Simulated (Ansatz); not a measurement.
# Liquid GaGeTe6 (208 atoms) by DFT dynamics

Wanted: pair distributions and atomic motion in GaGeTe6 (208 atoms) at high temperature.

Program: Ansatz 0.2.0. Level of theory: Kohn-Sham DFT, PBE+D3(BJ), PAW (set soft_2, large core), plane waves. Results are calculated unless marked as measured.

## 1. Set-up

The cell holds 208 atoms: 26 Ga, 26 Ge and 156 Te. Cell: a = 19.187 Å, b = 19.187 Å, c = 19.187 Å, α = 90.0°, β = 90.0°, γ = 90.0°. 208 atoms (26 Ga, 26 Ge, 156 Te) packed at random in a cube at 5.55 g/cm³ and pushed apart as soft spheres; a start for melting by ab initio MD, not an equilibrated structure.

Before any run, some limits are plain. The Brillouin zone is sampled at Γ only, in a cell whose shortest periodic width is 19 Å. Spin–orbit coupling is left out, which matters for the levels of the heavy elements.

## 2. Single point at the start

The forces at the start show how far the geometry lies from a minimum of this functional.

Input file input.yaml:

```yaml
crystal:
  lattice:
    - [19.1866, 0.0, 0.0]
    - [0.0, 19.1866, 0.0]
    - [0.0, 0.0, 19.1866]
  atoms:
    - { symbol: Ga, position: [0.29722, 0.69241, 0.68532] }
    - { symbol: Ga, position: [0.22645, 0.73938, 0.18106] }
    - { symbol: Ga, position: [0.021, 0.46255, 0.38446] }
    - { symbol: Ga, position: [0.93979, 0.4774, 0.26802] }
    - { symbol: Ga, position: [0.68494, 0.90836, 0.48088] }
    - { symbol: Ga, position: [0.45717, 0.93157, 0.94105] }
    - { symbol: Ga, position: [0.83302, 0.5956, 0.4963] }
    - { symbol: Ga, position: [0.94141, 0.57471, 0.07534] }
    - { symbol: Ga, position: [0.25154, 0.5165, 0.74907] }
    - { symbol: Ga, position: [0.44467, 0.49953, 0.28403] }
    - { symbol: Ga, position: [0.30765, 0.07072, 0.68121] }
    - { symbol: Ga, position: [0.06743, 0.61445, 0.67765] }
    - { symbol: Ga, position: [0.25815, 0.96182, 0.34363] }
    - { symbol: Ga, position: [0.82964, 0.26591, 0.2189] }
    - { symbol: Ga, position: [0.83862, 0.62118, 0.24564] }
    - { symbol: Ga, position: [0.81764, 0.57793, 0.65862] }
    - { symbol: Ga, position: [0.43497, 0.63661, 0.15161] }
    - { symbol: Ga, position: [0.41581, 0.34615, 0.00148] }
    - { symbol: Ga, position: [0.98465, 0.27646, 0.48331] }
    - { symbol: Ga, position: [0.97207, 0.98709, 0.23903] }
    - { symbol: Ga, position: [0.53902, 0.62761, 0.29538] }
    - { symbol: Ga, position: [0.63961, 0.07896, 0.94128] }
    - { symbol: Ga, position: [0.0486, 0.06698, 0.84408] }
    - { symbol: Ga, position: [0.48887, 0.22396, 0.84406] }
    - { symbol: Ga, position: [0.46265, 0.22448, 0.47551] }
    - { symbol: Ga, position: [0.2734, 0.2445, 0.33068] }
    - { symbol: Ge, position: [0.85726, 0.1857, 0.58786] }
    - { symbol: Ge, position: [0.09057, 0.19617, 0.5673] }
    - { symbol: Ge, position: [0.52367, 0.04276, 0.85339] }
    - { symbol: Ge, position: [0.13311, 0.25054, 0.13913] }
    - { symbol: Ge, position: [0.32125, 0.01093, 0.16793] }
    - { symbol: Ge, position: [0.06629, 0.63015, 0.1241] }
    [... 170 atom lines left out ...]
    - { symbol: Te, position: [0.68432, 0.58278, 0.49584] }
    - { symbol: Te, position: [0.44811, 0.99471, 0.71079] }
    - { symbol: Te, position: [0.39805, 0.65699, 0.83773] }
    - { symbol: Te, position: [0.98341, 0.87855, 0.70931] }
    - { symbol: Te, position: [0.72879, 0.17803, 0.51859] }
    - { symbol: Te, position: [0.5356, 0.59776, 0.93276] }
kpoints:
  mp_grid: { grid: [1, 1, 1] }
hamiltonian:
  xc: pbe
  pseudopotentials: { kind: paw, core: large }
  dispersion: d3bj
scf:
  occupations: { method: fermi_dirac, width: 0.121 }
output:
  forces: true
```

Launch:

```bash
ansatz run input.yaml --threads 32 --pin off --max-ram 143360MiB --backend cuda --events-out ev --progress --plain --runs-dir out
```

Numbers of over 12 decimals in the logs are rounded to 6 here.

The program printed:

```text
band count auto-derived: 1041 (N_el = 1638.0; filled up to band 819; 1027 by the electrons, moments and atoms)
Engine: ansatz 0.2.0, aarch64-unknown-linux-gnu
Pseudopotentials: kind: paw
Pseudopotential: Ga, paw, valence charge 13, recommended cutoff 420 eV (normal), Ga.paw.azcp
Pseudopotential: Ge, paw, valence charge 14, recommended cutoff 420 eV (normal), Ge.paw.azcp
Pseudopotential: Te, paw, valence charge 6, recommended cutoff 420 eV (normal), Te.paw.azcp#standard-large-core
[... 5 lines on functional and potentials left out ...]
device memory: the entry about to start is reckoned to put 21.0 GiB on a device that reports 182.5 GiB free
GPU FFT provider: cuFFT
GPU libraries: cuBLAS 13.8.1, cuFFT 12.4.0, cuSOLVER 12.3.2
GPU matrix products: emulated (plane waves: as basis.precision tells), large ones in fixed point in workspaces of 1.00 GiB
Crystal: 208 atoms, lattice volume = 7063.079 Å³
Basis set: ecut = 420 eV, 138025 PW (Γ), exchange–correlation on 270×270×270 points (8 copies of the dense FFT grid, shifted against one another)
Bands: 1041, of which v1, the nominal top of the filled ones, is band 819 counted from 1 (818 counted from 0)
Symmetry: 1 space group operations
Space group: P1 (ITA 1), of the structure as read, at distance tolerance 1.9e-4 Å
k-points: 1
[... 7 lines on functional and potentials left out ...]
Initial density: superposition of atomic densities (chi_scale 0.1, normalization cell, long waves kept (reshape's long-wave potential 0.37 eV rms))
Initial wavefunctions: pseudopotential atomic-orbital guess
GPU buffer pool allocated for 2460375 grid points (all kernels)
GPU transforms: local potential and band sums: pruned to the plane-wave sphere, on 135×135×135
Functional: x = pbe(κ = 0.804, μ = 0.219515), c = pbe(β = 0.066725)
SCF iter   1: F=—  HF=-981467.273038 eV  |F-HF|=—  |Δ(HF+E_count)|=         —  Δρ=2.06e-2  dr2=4.81e2  ethr=3.10e-3  ⟨swp⟩=6.0  Hψ=4374  notcnv=0
preconditioner: auto → LDOS  [metal: Δε(μ)=0.021 eV  Ē_g=7.183 eV  σ=0.121 eV  W_gap=0.04  n_scr=1188 (ndim 8)  ℏωp=14.8 eV  f_vac=0.018  D(μ)=136.18/eV (n_scr^D=750)  β→1.0]
SCF iter   2: F=—  HF=-981441.387660 eV  |F-HF|=—  |Δ(HF+E_count)|=    2.59e1  Δρ=9.03e-3  dr2=2.15e1  ethr=3.10e-3  ⟨swp⟩=5.0  Hψ=2317  notcnv=0
SCF iter   3: F=—  HF=-981439.703971 eV  |F-HF|=—  |Δ(HF+E_count)|=    1.68e0  Δρ=4.22e-3  dr2=2.24e0  ethr=1.31e-3  ⟨swp⟩=3.0  Hψ=2246  notcnv=0  defer=2
SCF iter   4: F=—  HF=-981438.875763 eV  |F-HF|=—  |Δ(HF+E_count)|=   8.28e-1  Δρ=1.39e-3  dr2=1.73e-1  ethr=1.36e-4  ⟨swp⟩=2.0  Hψ=1948  notcnv=0  defer=2
SCF iter   5: F=—  HF=-981438.813062 eV  |F-HF|=—  |Δ(HF+E_count)|=   6.27e-2  Δρ=3.43e-4  dr2=2.52e-2  ethr=1.05e-5  ⟨swp⟩=2.0  Hψ=1395  notcnv=0  defer=2
SCF iter   6: F=—  HF=-981438.819732 eV  |F-HF|=—  |Δ(HF+E_count)|=   6.67e-3  Δρ=1.15e-4  dr2=3.00e-3  ethr=1.54e-6  ⟨swp⟩=3.0  Hψ=1918  notcnv=0  defer=2
SCF iter   7: F=—  HF=-981438.816928 eV  |F-HF|=—  |Δ(HF+E_count)|=   2.80e-3  Δρ=3.45e-5  dr2=2.02e-4  ethr=1.83e-7  ⟨swp⟩=2.0  Hψ=1494  notcnv=0  defer=2
SCF iter   8: F=—  HF=-981438.822103 eV  |F-HF|=—  |Δ(HF+E_count)|=   5.18e-3  Δρ=1.36e-5  dr2=2.33e-5  ethr=1.23e-8  ⟨swp⟩=2.0  Hψ=1939  notcnv=0  defer=2
SCF iter   9: F=—  HF=-981438.822101 eV  |F-HF|=—  |Δ(HF+E_count)|=   2.06e-6  Δρ=5.58e-6  dr2=3.94e-6  ethr=1.42e-9  ⟨swp⟩=2.0  Hψ=1938  notcnv=0  defer=2
SCF iter  10: F=-981438.822101 eV  HF=-981438.822101 eV  |F-HF|=4.09e-7  |Δ(HF+E_count)|=   1.99e-7  Δρ=2.01e-6  dr2=6.05e-7  ethr=6.11e-11  ⟨swp⟩=4.0  Hψ=3290  notcnv=0
WARN: dispersion: an atom stands within reach of a switch of its C6 between two reference coordination numbers of its element: through that C6 alone, e_disp changes by 0.025 eV or more while the distances to its neighbours run over a stretch of 0.05 Å that contains this geometry (sites counted from 0 in the run's list of atoms or, [...]
SCF 1 converged in 10 iterations: F = -981438.822101 eV  dr2 = 6.05e-7
  greatest PAW one-centre occupation: 0.998 electrons in one spin orbital (limit 2), on the Ge atom at site 50 (counted from 0), in its partial waves of l = 2
SCF converged after 10 iterations
Free energy (F): -981438.822101 eV
Harris-Foulkes:  -981438.822101 eV  (|F-HF|=4.09e-7)
Internal energy: -981431.737572 eV  (E = F + TS)
E sigma→0 (E₀):  -981435.279836 eV
Entropy (-TS):   -7.084529 eV (-34.060 meV/atom)
Fermi energy:    5.471918 eV
--- Per-component energies (eV) ---
  E_band       = -7508.482157
  E_kinetic    = 16127.333279
  E_local      = -170132.841472  (includes V_loc(G=0)·N_el)
  E_nonlocal   = 27829.027692
  E_hartree    = 76557.987696
  E_xc         = -58821.505756
  E_vxc        = -15853.648285  (∫ρ·V_xc dr)
  E_paw        = -796256.491361  (= ΣΔE_a)
  E_vpaw       = -18594.306794  (= ΣTr[D̂ρ^β])
  E_aug_tail   = 0.005146  (compensation charges beyond the density's cutoff)
  E_ewald      = -76658.830277
  E_disp       = -76.422519  (pairwise vdW)
  E_smearing   = -7.084529  (= −TS)
  E_closure    = -0.000000  (closes the sum)
  Σ components = -981438.822101   (vs F -981438.822101, Δ=0.00e0)
--- Forces (eV/Å), atoms counted from 1 ---
[... 208 lines of forces left out ...]
  max |Σ_I F_I| component: 7.71e-5 eV/Å
```

Elapsed: 3.6 s, on 1 × NVIDIA GB200 with 32 threads of Arm Neoverse V2, shared host; peak memory 2.1 GiB.

Reading the cycles: dr2 is the Hartree energy of the density residual (eV), the measure of convergence; HF is the Harris–Foulkes estimate of the energy, which meets the free energy F at convergence.

That memory is the host's; the program planned up to 21 GiB on the GPU. Forces of this run were stored rounded, and per-atom blocks of the log weren't kept.

The program notes that potentials were chosen by core size and the dispersion model switches parameters near this geometry.

Read from the output:

| Quantity | Value |
| --- | --- |
| free energy | -981438.8221 eV |
| free energy per atom | -4718.4559 eV/atom |
| SCF cycles | 10 |
| r.m.s. force component | 0.8051 eV/Å |
| longest force | 3.687 eV/Å |
| Fermi energy | 5.472 eV |

The r.m.s. force component of 0.81 eV/Å sets the starting point.

Length of the force by element:

| element | coordination | atoms | mean length of the force (eV/Å) | spread | least | most |
| --- | --- | --- | --- | --- | --- | --- |
| Ga | all | 26 | 0.715 | 0.431 | 0.122 | 2.16 |
| Ge | all | 26 | 0.776 | 0.286 | 0.192 | 1.26 |
| Te | all | 156 | 1.36 | 0.710 | 0.199 | 3.69 |

## 3. Melting at 1400 K

The random start is held at a high temperature, to make it forget its packing.

Edit input.yaml of step 2 so:

```diff
@@ -17 +17,8 @@
   forces: true
+md:
+  timestep: 3
+  n_steps: 150
+  ensemble: nvt_langevin
+  temperature: 1400
+  initial_velocities: maxwell_boltzmann
+  seed: 7608
```

The program printed:

```text
Warning: md: disabling space-group detection — thermal motion breaks the input geometry's symmetry, so no spatial operation reduces the k-mesh or symmetrises the density; time reversal is kept, so that k and −k are solved as one point where they differ and the mesh holds both, and exact exchange and, on two spinor components, a DFT+U term hold to it where the run has them: [...]
[...]
Crystal: 208 atoms, lattice volume = 7063.079 Å³
Basis set: ecut = 420 eV, 138025 PW (Γ), exchange–correlation on 270×270×270 points (8 copies of the dense FFT grid, shifted against one another)
Bands: 1041, of which v1, the nominal top of the filled ones, is band 819 counted from 1 (818 counted from 0)
Symmetry: 1 space group operations
k-points: 1
[...]
SCF iter   1: F=—  HF=-981467.273036 eV  |F-HF|=—  |Δ(HF+E_count)|=         —  Δρ=2.06e-2  dr2=4.81e2  ethr=3.10e-3  ⟨swp⟩=6.0  Hψ=4374  notcnv=0
[...]
SCF iter   2: F=—  HF=-981441.387508 eV  |F-HF|=—  |Δ(HF+E_count)|=    2.59e1  Δρ=9.03e-3  dr2=2.15e1  ethr=3.10e-3  ⟨swp⟩=5.0  Hψ=2317  notcnv=0
[...]
SCF iter  12: F=-981438.822101 eV  HF=-981438.822101 eV  |F-HF|=6.05e-9  |Δ(HF+E_count)|=   8.38e-9  Δρ=2.61e-7  dr2=1.17e-8  ethr=6.11e-12  ⟨swp⟩=3.0  Hψ=2716  notcnv=0
[...]
SCF 1 converged in 12 iterations: F = -981438.822101 eV  dr2 = 1.17e-8
[...]
md step     6: t =    18.00 fs  T =  1376.1 K  F+E_penalty+E_count = -981440.28591126 eV  E_kin = 36.998753 eV  (6 SCF iters)
[... from here on, the SCF cycles and remarks between the steps are left out ...]
md step    18: t =    54.00 fs  T =  1660.7 K  F+E_penalty+E_count = -981452.30313349 eV  E_kin = 44.649867 eV  (6 SCF iters)
md step    30: t =    90.00 fs  T =  1731.5 K  F+E_penalty+E_count = -981462.97640745 eV  E_kin = 46.553423 eV  (8 SCF iters)
md step    42: t =   126.00 fs  T =  1503.9 K  F+E_penalty+E_count = -981465.18261765 eV  E_kin = 40.435168 eV  (6 SCF iters)
md step    54: t =   162.00 fs  T =  1586.7 K  F+E_penalty+E_count = -981467.44727813 eV  E_kin = 42.658812 eV  (6 SCF iters)
md step    66: t =   198.00 fs  T =  1536.5 K  F+E_penalty+E_count = -981467.99832730 eV  E_kin = 41.309367 eV  (6 SCF iters)
md step    78: t =   234.00 fs  T =  1417.7 K  F+E_penalty+E_count = -981469.79029801 eV  E_kin = 38.116827 eV  (6 SCF iters)
md step    90: t =   270.00 fs  T =  1460.5 K  F+E_penalty+E_count = -981468.53598622 eV  E_kin = 39.267926 eV  (7 SCF iters)
md step   102: t =   306.00 fs  T =  1519.8 K  F+E_penalty+E_count = -981470.38987881 eV  E_kin = 40.860924 eV  (6 SCF iters)
md step   114: t =   342.00 fs  T =  1526.4 K  F+E_penalty+E_count = -981471.00583975 eV  E_kin = 41.037832 eV  (6 SCF iters)
md step   126: t =   378.00 fs  T =  1473.5 K  F+E_penalty+E_count = -981472.05538164 eV  E_kin = 39.616818 eV  (6 SCF iters)
md step   138: t =   414.00 fs  T =  1443.2 K  F+E_penalty+E_count = -981472.37469779 eV  E_kin = 38.802840 eV  (6 SCF iters)
md step   149: t =   447.00 fs  T =  1510.9 K  F+E_penalty+E_count = -981472.52990405 eV  E_kin = 40.622931 eV  (6 SCF iters)
md step   150: t =   450.00 fs  T =  1531.6 K  F+E_penalty+E_count = -981472.65197588 eV  E_kin = 41.178000 eV  (8 SCF iters)
SCF converged after 8 iterations
Free energy (F): -981472.651976 eV
[...]
Internal energy: -981466.369819 eV  (E = F + TS)
E sigma→0 (E₀):  -981469.510898 eV
Entropy (-TS):   -6.282156 eV (-30.203 meV/atom)
Fermi energy:    5.403817 eV
[...]
--- Forces (eV/Å), atoms counted from 1 ---
[... 208 lines of forces left out ...]
  max |Σ_I F_I| component: 1.68e-5 eV/Å
--- MD trajectory: 150 steps, t = 0.0 → 450.0 fs ---
  final state: T = 1531.6 K   F+E_penalty+E_count = -981472.65197588 eV   E_kin = 41.178000 eV
```

Elapsed: 4.4 min, on 1 × NVIDIA GB200 with 32 threads; peak memory 2.2 GiB.

That memory is the host's.

The program notes that it switched symmetry off.

The trajectory, sampled:

| time (fs) | T (K) | potential (meV/atom) |
| --- | --- | --- |
| 0.0 | 1393 | 0.0 |
| 30.0 | 1378 | -21.0 |
| 60.0 | 1646 | -77.4 |
| 90.0 | 1732 | -116.1 |
| 120.0 | 1538 | -123.9 |
| 150.0 | 1540 | -136.2 |
| 180.0 | 1542 | -136.4 |
| 210.0 | 1521 | -145.6 |
| 240.0 | 1438 | -147.8 |
| 270.0 | 1461 | -142.9 |
| 300.0 | 1506 | -151.8 |
| 330.0 | 1554 | -154.3 |
| 360.0 | 1417 | -154.6 |
| 390.0 | 1489 | -162.3 |
| 420.0 | 1376 | -159.7 |
| 450.0 | 1532 | -162.6 |

Mean square displacement from the first frame to the last: Ga 1.8 Å², Ge 1.5 Å², Te 1.2 Å².

The mean square displacement by time lag:

| time lag (fs) | Ga (Å²) | Ge (Å²) | Te (Å²) |
| --- | --- | --- | --- |
| 3.0 | 4.8e-4 | 4.6e-4 | 2.6e-4 |
| 12.0 | 0.00752 | 0.00714 | 0.00405 |
| 21.0 | 0.0223 | 0.0211 | 0.0120 |
| 30.0 | 0.0441 | 0.0414 | 0.0238 |
| 39.0 | 0.0719 | 0.0672 | 0.0388 |
| 48.0 | 0.105 | 0.0975 | 0.0568 |
| 57.0 | 0.142 | 0.131 | 0.0771 |
| 66.0 | 0.182 | 0.168 | 0.0995 |
| 75.0 | 0.225 | 0.207 | 0.123 |
| 84.0 | 0.269 | 0.246 | 0.149 |
| 93.0 | 0.314 | 0.286 | 0.175 |
| 102.0 | 0.360 | 0.326 | 0.201 |
| 114.0 | 0.421 | 0.378 | 0.237 |
| 123.0 | 0.466 | 0.417 | 0.265 |
| 132.0 | 0.511 | 0.455 | 0.292 |
| 141.0 | 0.555 | 0.492 | 0.319 |
| 150.0 | 0.598 | 0.529 | 0.346 |
| 159.0 | 0.639 | 0.566 | 0.372 |
| 168.0 | 0.680 | 0.601 | 0.399 |
| 177.0 | 0.720 | 0.636 | 0.424 |
| 186.0 | 0.758 | 0.671 | 0.449 |
| 195.0 | 0.795 | 0.705 | 0.474 |
| 204.0 | 0.832 | 0.738 | 0.499 |
| 213.0 | 0.867 | 0.770 | 0.523 |
| 225.0 | 0.912 | 0.813 | 0.555 |

Over the second half of 450 fs the temperature averages 1465 K with swings of 46 K r.m.s. From first frame to last Ga has the largest mean square displacement, 1.8 Å² at the end; the farthest move is 2.47 Å. By the end of the lags followed (0.23 ps), the least mobile element has a mean square displacement of 0.55 Å², too little over such short lags to show that the memory of the start is lost. The run spans 0.45 ps, too short for its means to be equilibrium values.

(Continued in part 2 of 2.)

[Logs are printed without paths, hosts, clocks, repeated set-up lines and the standing remarks that a program may print on its own settings, such as how far it seeks lower states.]

[Hosts, paths, dates, database ids (printed as entryN), source tags and the programs' standing remarks are cut or masked in the printed files.]
